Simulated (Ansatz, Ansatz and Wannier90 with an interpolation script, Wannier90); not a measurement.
Rows from a G0W0 calculation on BaSrMgWO6 (F-43m) (Ansatz 0.2.0; G0W0 on LDA, plane waves, PAW; 4×4×4 mesh, 506 empty bands, screening to 140 eV), in eV. Spin-orbit coupling is left out.

```tsv
row	k	band	start	Σx	Σc at the solution	Vxc
A	(0.000, -0.500, -0.500)	v1	8.649	-25.561	4.413	-20.683
B	(0.000, -0.500, -0.500)	c1	11.355	-14.463	-4.457	-20.074
C	(0.000, -0.500, -0.500)	c2	12.471	-16.970	-4.450	-22.663
D	(0.000, -0.500, -0.500)	v2	7.917	-25.590	4.413	-20.652
E	Γ	c1	11.555	-15.082	-4.147	-20.379
F	Γ	v1	8.710	-25.715	4.415	-20.843
```

Q: Give the quasiparticle energies and the shift of each level.

The quasiparticle equation reads E = start + Σx + Σc(E) − Vxc.

```tsv
row	E (eV)	shift (eV)
A	8.183	−0.465
B	12.509	+1.155
C	13.714	+1.243
D	7.392	−0.525
E	12.705	+1.149
F	8.254	−0.456
```

Limits: not at the basis limit; no spin-orbit coupling.

[Paths, hosts, dates, memory and timing lines, banners, echoed tables and standing remarks are left out of the program output.]

[Logs are printed without paths, hosts, clocks, repeated set-up lines and the standing remarks that a program may print on its own settings, such as how far it seeks lower states.]

[Runs of the session that timed out or met a known fault of the program may be left out.]

[Hosts, paths, dates, database ids (printed as entryN), source tags and the programs' standing remarks are cut or masked in the printed files.]
